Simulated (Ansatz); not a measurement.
# How fast states decay through Li3SbTe4, part 3 of 3

Aim: relax a made-up compound, Li3SbTe4, and see how good a tunnel barrier it would be. It is built by putting Te for S in the Li3SbS4 structure of space group I-42m, with the volume rescaled by atomic radii. The parent structure comes from the Materials Project.

Ansatz 0.2.0; PBE DFT, plane waves, PAW files (the session's first sound run).

So far, decay constant at the filling level, zone centre (Å⁻¹): step 4 (decaying states in the gap) 0.110.

The structure was built from a prototype and need not be the compound's stable phase.

### 6. Complex bands at another level

This step: LDA DFT, plane waves, PAW files; complex bands by layer matching along the plane's normal (Ansatz 0.2.0).

The complex bands at that level, over its own gap, at (0, 0) and (0.5, 0).

input.yaml reads:

```yaml
crystal:
  lattice:
    - [6.536812143, 0.0, 0.0]
    - [0.0, 6.536812143, 0.0]
    - [3.268406071, 3.268406071, 6.134253017]
  atoms:
    - { symbol: Li, position: [0.5, 0.5, 0.0] }
    - { symbol: Li, position: [0.75, 0.25, 0.5] }
    - { symbol: Li, position: [0.25, 0.75, 0.5] }
    - { symbol: Sb, position: [0.0, 0.0, 0.0] }
    - { symbol: Te, position: [0.3754176617, 0.8887872091, 0.7357951292] }
    - { symbol: Te, position: [0.8887872091, 0.3754176617, 0.7357951292] }
    - { symbol: Te, position: [0.1112127909, 0.1112127909, 0.2642048708] }
    - { symbol: Te, position: [0.6245823383, 0.6245823383, 0.2642048708] }
kpoints:
  mp_grid: { grid: [4, 4, 4] }
scf:
  occupations: { method: fixed }
hamiltonian:
  xc: lda
output:
  eigenvalues: true
  transmission:
    leads: [[0, 0]]
    kpoints: [[0.0, 0.0], [0.5, 0.0]]
    e_range: [-1.0, 1.63]
    de: 0.05
```

Command:

```bash
$ ansatz run input.yaml --threads 2 --pin off --max-ram 4096MiB --backend cpu --events-out ev --progress --plain --runs-dir out
```

Numbers of over 12 decimals in the logs are rounded to 6 here.

What it wrote:

```text
[...]
Crystal: 8 atoms, lattice volume = 262.116 Å³
Basis set: ecut = 420 eV, 5077 PW (Γ)
Bands: 53, of which v1, the nominal top of the filled ones, is band 44 counted from 1 (43 counted from 0)
Symmetry: 8 space group operations
[...]
k-points: 13 of 64 (time reversal used)
[...]
SCF iter   1: F=—  HF=-34253.221595 eV  |F-HF|=—  |Δ(HF+E_count)|=         —  Δρ=4.46e-3  dr2=2.25e-2  ethr=1.77e-3  ⟨swp⟩=5.1  Hψ=2222  notcnv=0  defer=83
[...]
SCF iter   7: F=-34253.201976 eV  HF=-34253.201976 eV  |F-HF|=5.88e-9  |Δ(HF+E_count)|=   7.56e-9  Δρ=2.09e-6  dr2=2.40e-8  ethr=1.14e-10  ⟨swp⟩=14.8  Hψ=3523  notcnv=0
SCF 1 converged in 7 iterations: F = -34253.201976 eV  dr2 = 2.40e-8
[...]
transmission: 8 of 16 steps passed
transmission: 16 of 16 steps passed
SCF converged after 7 iterations
Free energy (F): -34253.201976 eV
[...]
Internal energy: -34253.201976 eV  (E = F + TS)
E sigma→0 (E₀):  -34253.201976 eV
Fermi energy:    3.861121 eV
[...]
--- Band table (eV; the first three rows and the last of 13) ---
  k-point 0: bands = [... 40 lower, 2.7898, 3.8427, 3.8427, 3.8611, 4.6711, 5.7355, 6.8605, 6.8605, ... 5 higher]
  k-point 1: bands = [... 40 lower, 2.9221, 3.1016, 3.5478, 3.5478, 4.7683, 5.9788, 6.5551, 6.5551, ... 5 higher]
  k-point 2: bands = [... 40 lower, 3.0765, 3.1140, 3.2624, 3.2624, 4.4872, 6.1136, 6.1136, 6.3268, ... 5 higher]
  k-point 12: bands = [... 40 lower, 3.4139, 3.4921, 3.4921, 3.5426, 4.7203, 6.4010, 6.9077, 6.9077, ... 5 higher]
--- Transmission ---
  basis      : 373 plane waves across, 8 finite elements along
  points     : 2, as listed
[...]
crystal 0  : Te4Li3Sb1, at the sites [0, 0], period 6.1343 Å: whole cells are its period
[...]
channels       : 0.000000e0 a spin
[...]
slowest decay  : 0.0963 /Å at (0.0000, 0.0000)
```

It took 67 s on 2 threads of AMD EPYC 9R14 (Zen 4), shared host; peak memory 1.6 GiB; 2.2 min of CPU time.

Numbers from this step:

```
free energy                                               : -34253.2020 eV
gap on the k-mesh                                         : 0.6260 eV
level to which the leads are filled                       : 0.3130 eV from the Fermi level
decay constant at the filling level, zone centre          : 0.09628 Å⁻¹
decay constant at the filling level, slowest listed point : 0.0963 Å⁻¹
```

K parallel (0, 0); values up to 1.5 1/Å, a degenerate pair printed once or twice; energies at which all values exceed this have no row. Im kz of the slowest decaying states against energy, zero at the highest filled level on the SCF mesh:

```tsv
energy (eV)	decay 1 (Å⁻¹)	decay 2 (Å⁻¹)	decay 3 (Å⁻¹)	decay 4 (Å⁻¹)
-1.00	0.236	0.281	0.573	1.41
-0.90	0.208	0.289	0.568	1.41
-0.80	0.171	0.293	0.563	1.40
-0.70	0.0973	0.137	0.295	0.558
-0.60	0.0157	0.0157	0.168	0.199
-0.50	0.213	0.237	0.292	0.546
-0.40	0.247	0.263	0.288	0.539
-0.25	0.278	0.287	0.288	0.528
-0.15	0.269	0.300	0.308	0.521
-0.05	0.258	0.309	0.326	0.513
0.00	0.00173	0.0565	0.252	0.312
0.05	0.0462	0.107	0.245	0.315
0.15	0.0755	0.163	0.229	0.319
0.25	0.0912	0.199	0.209	0.322
0.35	0.0998	0.185	0.227	0.323
0.45	0.103	0.153	0.249	0.322
0.55	0.0999	0.104	0.267	0.321
0.65	0.0892	0.282	0.319	0.402
0.75	0.0625	0.295	0.315	0.408
0.85	0.306	0.310	0.413	0.421
1.00	0.0713	0.302	0.319	0.401
1.10	0.117	0.295	0.325	0.387
1.20	0.143	0.286	0.331	0.372
1.30	0.160	0.277	0.336	0.355
1.40	0.172	0.267	0.337	0.339
1.50	0.181	0.255	0.316	0.341
1.60	0.186	0.241	0.241	0.291
```

K parallel (0, 0). Table of Re kz of states that move upwards by energy, zero at the highest filled level on the SCF mesh:

```tsv
energy (eV)	channel 1 (Å⁻¹)	channel 2 (Å⁻¹)	channel 3 (Å⁻¹)	channel 4 (Å⁻¹)
-1.00	-0.328	0.182	0.182	0.271
-0.90	-0.296	0.300	0.300	0.329
-0.80	-0.267	0.407	0.440	0.440
-0.70	-0.240	-	-	-
-0.60	-0.213	-	-	-
-0.50	-0.371	-0.371	-0.187	-
-0.40	-0.306	-0.306	-0.161	-
-0.25	-0.220	-0.220	-0.119	-
-0.15	-0.159	-0.159	-0.0883	-
-0.05	-0.0751	-0.0751	-0.0486	-
0.00	-	-	-	-
0.05	-	-	-	-
0.15	-	-	-	-
0.25	-	-	-	-
0.35	-	-	-	-
0.45	-	-	-	-
0.55	-	-	-	-
0.65	-0.451	-	-	-
0.75	-0.366	-	-	-
0.85	-0.300	0.0606	-	-
1.00	-	-	-	-
1.10	-	-	-	-
1.20	-	-	-	-
1.30	-	-	-	-
1.40	-	-	-	-
1.50	-	-	-	-
1.60	-	-	-	-
```

K parallel (0.5, 0); values up to 1.5 1/Å, a degenerate pair printed once or twice; energies at which all values exceed this have no row. The Im kz of the slowest decaying states by energy, zero at the highest filled level on the SCF mesh:

```tsv
energy (eV)	decay 1 (Å⁻¹)	decay 2 (Å⁻¹)	decay 3 (Å⁻¹)	decay 4 (Å⁻¹)
-1.00	0.0893	0.0982	0.797	1.14
-0.90	0.0411	0.0559	0.779	1.13
-0.80	0.0281	0.0627	0.760	1.12
-0.70	0.0902	0.0906	0.742	1.11
-0.60	0.0180	0.0844	0.129	0.723
-0.50	0.0711	0.138	0.705	1.09
-0.40	0.0506	0.126	0.686	1.08
-0.25	0.202	0.659	1.06	1.43
-0.15	0.133	0.231	0.642	1.05
-0.05	0.196	0.253	0.625	1.03
0.00	0.218	0.262	0.616	1.03
0.05	0.237	0.271	0.608	1.02
0.15	0.269	0.284	0.592	1.01
0.25	0.294	0.295	0.577	0.996
0.35	0.306	0.308	0.562	0.983
0.45	0.276	0.338	0.548	0.970
0.55	0.259	0.357	0.535	0.957
0.65	0.244	0.372	0.521	0.944
0.75	0.227	0.384	0.508	0.930
0.85	0.205	0.394	0.495	0.917
1.00	0.151	0.407	0.473	0.896
1.10	0.0559	0.415	0.456	0.881
1.20	0.422	0.437	0.867	1.31
1.30	0.143	0.421	0.427	0.852
1.40	0.190	0.409	0.428	0.837
1.50	0.219	0.397	0.428	0.822
1.60	0.241	0.385	0.427	0.807
```

At the listed wavevectors the last open channel is at -0.05 eV and the next at +0.65 eV on the grid. At +0.30 eV, the grid energy nearest the filling level (the middle of the gap on the SCF mesh), the slowest state at the listed wavevectors decays with κ = 0.0963 Å⁻¹, its amplitude falling by e over 10 Å; the first such run, plane (001), gave 0.110 Å⁻¹.

### 7. A check of the settings: accuracy = "high"

This step: PBE DFT, plane waves, PAW files; complex bands by layer matching along the plane's normal; changed: accuracy = "high" (Ansatz 0.2.0).

This run repeats an earlier one, its twin (the complex run, plane (001)), with one setting changed (accuracy; files written aside). It is meant to test how the run responds. Where the input is shown as a difference, that is against the step before, not the twin.

Edit input.yaml of step 6 so:

```diff
@@ -19,3 +19,3 @@
 hamiltonian:
-  xc: lda
+  xc: pbe
 output:
@@ -25,3 +25,4 @@
     kpoints: [[0.0, 0.0], [0.5, 0.0]]
-    e_range: [-1.0, 1.63]
+    e_range: [-1.0, 1.72]
     de: 0.05
+accuracy: high
```

What it wrote:

```text
[...]
Crystal: 8 atoms, lattice volume = 262.116 Å³
Basis set: ecut = 420 eV, 5077 PW (Γ)
Bands: 53, of which v1, the nominal top of the filled ones, is band 44 counted from 1 (43 counted from 0)
Symmetry: 8 space group operations
[...]
k-points: 13 of 64 (time reversal used)
[...]
SCF iter   1: F=—  HF=-35022.576677 eV  |F-HF|=—  |Δ(HF+E_count)|=         —  Δρ=1.18e-3  dr2=4.11e-3  ethr=1.77e-3  ⟨swp⟩=5.1  Hψ=2222  notcnv=0  defer=83
[...]
SCF iter   7: F=-35022.574984 eV  HF=-35022.574984 eV  |F-HF|=8.27e-9  |Δ(HF+E_count)|=   3.91e-8  Δρ=3.82e-6  dr2=3.94e-8  ethr=1.14e-10  ⟨swp⟩=15.1  Hψ=3462  notcnv=0
SCF 1 converged in 7 iterations: F = -35022.574984 eV  dr2 = 3.94e-8
[...]
transmission: 8 of 16 steps passed
transmission: 16 of 16 steps passed
SCF converged after 7 iterations
Free energy (F): -35022.574984 eV
[...]
Internal energy: -35022.574984 eV  (E = F + TS)
E sigma→0 (E₀):  -35022.574984 eV
Fermi energy:    4.127721 eV
[...]
--- Band table (eV; the first three rows and the last of 13) ---
  k-point 0: bands = [... 40 lower, 3.0712, 4.1047, 4.1047, 4.1277, 5.0506, 6.1108, 7.2039, 7.2039, ... 5 higher]
  k-point 1: bands = [... 40 lower, 3.1989, 3.3995, 3.8170, 3.8170, 5.1199, 6.3547, 6.9172, 6.9172, ... 5 higher]
  k-point 2: bands = [... 40 lower, 3.3500, 3.3894, 3.5340, 3.5340, 4.8512, 6.4957, 6.4957, 6.6942, ... 5 higher]
  k-point 12: bands = [... 40 lower, 3.6786, 3.7587, 3.7587, 3.8084, 5.0711, 6.7602, 7.2455, 7.2455, ... 5 higher]
--- Transmission ---
  basis      : 373 plane waves across, 8 finite elements along
  points     : 2, as listed
[...]
crystal 0  : Te4Li3Sb1, at the sites [0, 0], period 6.1343 Å: whole cells are its period
[...]
channels       : 0.000000e0 a spin
[...]
slowest decay  : 0.1097 /Å at (0.0000, 0.0000)
```

Run time: 70 s. Hardware: 2 threads; peak memory 1.6 GiB.

Numbers from this step:

```
free energy                                               : -35022.5750 eV
Fermi energy                                              : 4.128 eV
gap on the k-mesh                                         : 0.7235 eV
level to which the leads are filled                       : 0.3617 eV from the Fermi level
decay constant at the filling level, zone centre          : 0.1097 Å⁻¹
decay constant at the filling level, slowest listed point : 0.1097 Å⁻¹
```

K parallel (0, 0); values up to 1.5 1/Å, a degenerate pair printed once or twice; energies at which all values exceed this have no row. The Im kz of the slowest decaying states by energy, zero at the highest filled level on the SCF mesh:

```tsv
energy (eV)	decay 1 (Å⁻¹)	decay 2 (Å⁻¹)	decay 3 (Å⁻¹)	decay 4 (Å⁻¹)
-1.00	0.241	0.286	0.591	1.43
-0.90	0.215	0.295	0.586	1.42
-0.80	0.181	0.301	0.581	1.41
-0.70	0.0882	0.141	0.141	0.304
-0.55	0.189	0.228	0.304	0.567
-0.45	0.229	0.259	0.302	0.560
-0.35	0.260	0.281	0.298	0.553
-0.25	0.286	0.292	0.297	0.546
-0.15	0.284	0.307	0.309	0.539
-0.05	0.275	0.318	0.326	0.531
0.00	0.00123	0.0638	0.269	0.321
0.10	0.0677	0.143	0.257	0.327
0.20	0.0908	0.187	0.242	0.331
0.30	0.105	0.218	0.224	0.333
0.40	0.113	0.202	0.243	0.334
0.50	0.117	0.173	0.263	0.333
0.60	0.116	0.133	0.279	0.332
0.75	0.101	0.300	0.328	0.409
0.85	0.0751	0.310	0.324	0.415
0.95	0.319	0.320	0.419	0.429
1.05	0.0395	0.313	0.327	0.416
1.15	0.109	0.306	0.334	0.402
1.25	0.140	0.298	0.339	0.387
1.40	0.168	0.284	0.345	0.363
1.50	0.180	0.274	0.344	0.347
1.60	0.188	0.262	0.324	0.349
1.70	0.194	0.248	0.298	0.350
```

K parallel (0, 0). Re kz of states that move upwards against energy, zero at the highest filled level on the SCF mesh:

```tsv
energy (eV)	channel 1 (Å⁻¹)	channel 2 (Å⁻¹)	channel 3 (Å⁻¹)	channel 4 (Å⁻¹)
-1.00	-0.339	0.163	0.163	0.265
-0.85	-0.291	0.350	0.350	0.357
-0.75	-0.262	0.463	-	-
-0.60	-0.221	-	-	-
-0.45	-0.340	-0.340	-0.181	-
-0.30	-0.250	-0.250	-0.139	-
-0.20	-0.191	-0.191	-0.109	-
-0.05	-0.0703	-0.0703	-0.0513	-
0.00	-	-	-	-
0.10	-	-	-	-
0.20	-	-	-	-
0.35	-	-	-	-
0.50	-	-	-	-
0.60	-	-	-	-
0.75	-0.446	-	-	-
0.90	-0.325	-	-	-
1.00	-0.248	0.106	-	-
1.15	-	-	-	-
1.30	-	-	-	-
1.45	-	-	-	-
1.55	-	-	-	-
1.70	-	-	-	-
```

K parallel (0.5, 0); values up to 1.5 1/Å, a degenerate pair printed once or twice; energies at which all values exceed this have no row. Im kz of the slowest decaying states against energy, zero at the highest filled level on the SCF mesh:

```tsv
energy (eV)	decay 1 (Å⁻¹)	decay 2 (Å⁻¹)	decay 3 (Å⁻¹)	decay 4 (Å⁻¹)
-1.000	0.103	0.107	0.807	1.16
-0.800	0.0258	0.0620	0.771	1.13
-0.600	0.088	0.129	0.735	1.11
-0.400	0.0554	0.125	0.698	1.09
-0.200	0.0796	0.220	0.662	1.06
0.000	0.220	0.267	0.628	1.04
0.200	0.286	0.296	0.597	1.02
0.400	0.318	0.320	0.567	0.990
0.600	0.271	0.367	0.540	0.964
0.800	0.240	0.393	0.514	0.938
1.000	0.194	0.412	0.487	0.910
1.200	0.0396	0.426	0.455	0.882
1.400	0.154	0.425	0.435	0.853
1.600	0.226	0.402	0.434	0.823
```

The least decay constant is 0.110 Å⁻¹ against 0.110 Å⁻¹ in the twin: no change within 1 %.

### 8. Summary of results

```json
{"band gap": "0.724 eV", "least decay constant at mid-gap, normal to (001)": "0.110 Å⁻¹", "least decay constant, LDA": "0.0963 Å⁻¹"}
```

With PBE, the slowest decay at the wavevectors tried is κ = 0.110 Å⁻¹, normal to (001). Through such a film the transmission near mid-gap falls as exp(−2κd), a factor of ten every 10 Å. A free electron under a barrier of half the gap would need a mass of 0.13 mₑ to decay at this rate. With LDA the gap goes from 0.724 to 0.626 eV and the decay constant, over the first 2 listed wavevectors, from 0.110 to 0.0963 Å⁻¹. The compound is made up by substitution; its stability against other phases and against distortions of the cell's symmetry was not tested. A semilocal functional narrows gaps, while spin-orbit coupling, left out here, narrows them in compounds of heavy elements, so the error in κ can go either way.

[Logs are printed without paths, hosts, clocks, repeated set-up lines and the standing remarks that a program may print on its own settings, such as how far it seeks lower states.]

[Hosts, paths, dates, database ids (printed as entryN), source tags and the programs' standing remarks are cut or masked in the printed files.]
